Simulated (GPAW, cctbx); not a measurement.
## How far are the atoms of Zn2Pt from free atoms?

Question: by how much does bonding change the X-ray structure factors of Zn2Pt, how firmly does DFT give the change, and what does a routine refinement make of it?

The start was made by putting kin elements into a known structure type; the compound need not exist, or be stable, in this form. All numbers below are calculated.

## 1. Find the equilibrium geometry

The density hangs on the geometry, so cell and atoms are relaxed first, with the symmetry held. The cutoff is set higher than for the density because stress converges slowly with plane waves.

Settings: GPAW 26.7.0, PBE, 570 eV, 6×6×6 k-points, Fermi–Dirac width 0.1 eV, BFGS to 0.03 eV/Å.

```text
cell
1.0
     0.000000000    2.717000000    2.717000000
     2.717000000    0.000000000    2.717000000
     2.717000000    2.717000000    0.000000000
Pt Zn
1 2
Direct
0.000000000 0.000000000 0.000000000
0.250000000 0.250000000 0.250000000
0.750000000 0.750000000 0.750000000
```

```console
$ OMP_NUM_THREADS=1 mpirun -n 4 gpaw python run.py > gpaw.log
```

```text
BFGS:    0       -8.049261        4.894651
BFGS:    1       -8.907463        3.321408
BFGS:    2       -9.787941        0.811667
BFGS:    3       -9.860031        0.197975
BFGS:    4       -9.865253        0.016943
cell  4.2193 4.2193 4.2193  60.00 60.00 60.00
volume 53.113 A^3, largest force 0.000 eV/A, largest stress 0.15 GPa
```

The cell moved far, while the k-mesh and basis were chosen for the start, so the final shape may be somewhat biased.

After 4 steps the volume has changed by +32.4 % and the energy by -1.816 eV; the largest stress left is 0.15 GPa. It took 28 s on 4 cores of Arm Neoverse V1 (shared host), peak memory 0.8 GiB.

Relaxed structure: Fm-3m (no. 225), a = 5.9670 Å, b = 5.9670 Å, c = 5.9670 Å, α = 90.00°, β = 90.00°, γ = 90.00°.

| atom | mult. | x | y | z |
| --- | --- | --- | --- | --- |
| Pt1 | 4 | 0 | 0 | 0 |
| Zn1 | 8 | 1/4 | 3/4 | 3/4 |

## 2. The all-electron density

X-rays see the whole electron density, so the PAW density is rebuilt with its core regions. Subtracting spherical free atoms from the same code cancels the cores and leaves the deformation density Δρ, the part due to bonding.

Settings: PBE, 450 eV, 7×7×7 k-points, Fermi–Dirac width 0.1 eV; primitive cell of 3 atoms.

```console
$ OMP_NUM_THREADS=1 mpirun -n 4 gpaw python run.py > gpaw.log
```

```text
|iter:   1|       0s |  -10.099461 | +0.40 |       |
|iter:   2|       0s |  -10.063919 | -1.35 | -1.38 |
|iter:   3|       1s |   -9.830654 | -1.69 | -1.42 |
...
|iter:   8|       3s |   -9.826882c| -6.80 | -4.25c|
|iter:   9|       4s |   -9.826882c| -7.23 | -4.65c|
|iter:  10|       4s |   -9.826883c| -8.30c| -5.69c|
```

```text
grid (42, 42, 42)  electrons 138.000  moved by bonding 0.575 e
deformation density beyond 0.5 A of the nuclei: max 0.052, min -0.196 e/A^3
atom        x       y       z   Voronoi charge  moment
Pt1    0.0000  0.0000  0.0000     -0.122       0.00
Zn2    0.2500  0.2500  0.2500      0.061       0.00
Zn3    0.7500  0.7500  0.7500      0.061       0.00
mean inner potential of superposed free atoms 20.274 V
total magnetic moment 0.000 muB
```

Deformation density in a plane through the shortest contact of the Pt atom at the origin, in 0.01 e/Å³ (clipped at ±99); x from -1.6 to 4.2 Å, y from 2.4 down to -2.4 Å:

```text
 -4   .   .   .  -6  -2  -1  -1  -1  -1  -1  -1  -2  -5  -5   .
 -3  -4   .  -5  -4  -1   0   0  -1  -1  -1   0  -1  -3  -5  -3
  0  -3  -3   0   2   2   1   0   0  -1  -1   0   1   0  -2  -5
  2   2   4   5   4   3   2   1   0  -1  -2  -1   0   2   1  -1
  2   4   3  -1  -4   2   1   3   2  -2  -5  -5  -3   0   1   0
  1   4  -1 -13   .   2  -1   3   3  -4  -5   .  -5  -4  -1   0
  1   5  -4   .   .   . -11   3   4  -5   .   .   .  -5  -2  -1
  1   4   0  -1   . -16  -3   3   3  -4  -3   .  -5  -4  -1   0
  1   3   2   2  -2  -2   2   4   3  -1  -4  -3  -1   2   2   1
  0   1   2   3   3   5   5   3   2   1   2   4   5   4   3   2
  0   0   1   2   2   1  -2  -3  -1   2   4   3   0  -2   2   2
 -1   0   0  -1  -2  -5  -4  -3  -5   2   4  -1 -14   .   2   0
 -1  -1  -1  -2  -5  -5   .   .  -6   2   4  -5   .   .   .  -8
```

Atoms in or within 0.15 Å of the plane: Pt (3.5, -2.4), Pt (0.0, 0.0), Zn (2.6, 0.0), Zn (-0.9, 2.4), Zn (0.9, -2.4) Å. Dots mark points within about 0.45 Å of a nucleus; large values next to them are atomic features.

Pt gains most (-0.12 e) and Zn loses most (+0.06 e), as electronegativity suggests. Along the shortest contact from the Pt atom at the map's origin, Pt–Zn at 2.58 Å, Δρ is +0.05 e/Å³ at the midpoint: little piles up between the atoms, as is usual in a metallic crystal, which this run finds. At the midpoints of other shortest contacts it is +0.02 (Zn–Zn, 2.98 Å) e/Å³. Point values carry grid noise of about 0.01 e/Å³. The run needed 10 iterations, 9.2 s.

## 3. Structure factors

The Fourier components of Δρ, added to those of the free atoms, give the static X-ray structure factors; the Mott–Bethe relation turns them into the Fourier components V of the potential that fast electrons feel.

```text
static structure factors of the conventional cell: F in electrons, V (Mott-Bethe) in volts
   h  k  l      d  |F| table  |F| free   |F| DFT   change   |V| free  |V| DFT  change %
   1  1  1  3.4450   282.914   282.684   282.744    0.060     7.506    7.491     -0.2
   0  2  0  2.9835    71.945    71.987    72.417    0.429     0.002    0.080        -
   0  2  2  2.1097   436.938   435.792   434.608   -1.184    11.158   11.272      1.0
   1  3  1  1.7991   240.888   240.622   239.996   -0.626     4.984    5.028      0.9
   2  2  2  1.7225    68.707    69.547    69.371   -0.176     0.157    0.168      7.2
   0  4  0  1.4918   380.721   379.479   379.410   -0.070     8.283    8.286      0.0
   1  3  3  1.3689   216.476   216.260   216.332    0.072     3.871    3.868     -0.1
   0  4  2  1.3343    68.296    68.837    68.659   -0.179     0.121    0.128      5.6
   2  4  2  1.2180   341.772   341.163   341.431    0.268     6.748    6.739     -0.1
   3  3  3  1.1483   199.158   199.141   199.126   -0.015     3.211    3.211      0.0
   1  5  1  1.1483   199.158   199.141   199.289    0.148     3.211    3.207     -0.1
   0  4  4  1.0548   312.534   312.340   312.595    0.255     5.753    5.747     -0.1
   1  5  3  1.0086   185.955   186.015   186.100    0.085     2.765    2.763     -0.1
   2  4  4  0.9945    68.600    68.816    68.664   -0.151     0.068    0.071      4.8
```

The largest X-ray change is -1.18 e on 022, 0.3 % of |F|. For electrons V goes as (Z − F)/g², so a change of F counts against Z − F, which is small at low angle and wherever the atoms' terms cancel: |V| of 222 moves by +7.2 % (0.16 to 0.17 V) against -0.3 % in |F|. The tabulated Hartree–Fock atoms differ from the free DFT atoms by up to 1.24 e, so the choice of reference atom matters too.

## 4. Which functional?

The same geometry is run with other functionals, to see whether the bonding signal is larger than the spread between approximations. Free atoms are LDA for LDA and PBE otherwise; meta-GGAs and hybrids keep PBE cores. Any other changed setting is in the row's label.

| run | ΔF 022 (e) | ΔF 131 (e) | ΔF 020 (e) | q(Pt) (e) | moved (e) | time |
| --- | --- | --- | --- | --- | --- | --- |
| PBE | -1.184 | -0.626 | +0.429 | -0.122 | 0.575 | 9.2 s |
| LDA | -1.193 | -0.640 | +0.436 | -0.117 | 0.567 | 8.4 s |
| SCAN | -1.158 | -0.812 | +0.382 | -0.189 | 0.694 | 20 s |

At the base's settings ΔF(022) spans -1.193 to -1.158 e, a spread of 3 % of the PBE value; over the three listed reflections the spread is at most 30 %, so the sign holds and the size hangs on the functional. Times are from shared hosts.

## 5. Refining ordinary atoms against data with bonding

Routine crystallography fits spherical atoms. To see the bias, intensities are simulated from tabulated atoms plus the DFT change ΔF, so that bonding alone can misfit (2420 reflections of the full sphere, merged to the counts below, to 0.45 Å, 0.5 % proportional noise plus counting noise, assumed isotropic U as listed, Δρ smeared by the mean U) and refined with cctbx over different ranges.

```
                    range  data      R1  GooF  U Pt1 (true 0.007)  U Zn1 (true 0.0101)  largest shift (Å)  Δρ max, min (e/Å³)
                 all data    89  0.0017  1.10              0.0070               0.0101             0.0000         0.22, -0.17
 low resolution, d > 0.84    19  0.0017  1.36              0.0069               0.0099             0.0000         0.16, -0.06
     high order, d < 0.75    64  0.0018  0.96              0.0070               0.0101             0.0000         0.13, -0.16
occupancies free, d > 0.7    31  0.0016  1.32              0.0070               0.0101             0.0000         0.21, -0.13
```

With all data GooF is 1.10, diluted by the many high-angle data; the misfit shows at low resolution; the top residual peak, near noise level, lies 1.66 Å from Pt and 2.12 Å from Zn. No U is off by more than 3 s.u. at low resolution. Symmetry fixes every coordinate, so the shifts are zero by construction. With Pt1 held at 1 and the scale free, the other occupancies refine to Zn1 1.001(0.001), within three s.u. of full.

## 6. Answer

Bonding moves 0.57 e in the primitive cell of Zn2Pt and changes the structure factors of the conventional cell in the table above by at most 1.18 e (022, 0.3 %), and among reflections above 2 % of the strongest by up to 0.6 % (020). The shortest bond, Pt–Zn, has Δρ = +0.05 e/Å³ at its midpoint, with no localised bond charge. At the base's settings ΔF(022) spans -1.193 to -1.158 e, a spread of 3 % of the PBE value; over the three listed reflections the spread is at most 30 %, so the sign holds and the size hangs on the functional. With all data GooF is 1.10, diluted by the many high-angle data. Limits: static density, frozen cores, no spin–orbit coupling.

[Outputs are excerpts: Python notices, other lines and further rows are left out; steps that failed or that the build refused (PBEsol, TPSS) are not shown.]

[Logs are printed without paths, hosts, clocks, repeated set-up lines and the standing remarks that a program may print on its own settings, such as how far it seeks lower states.]
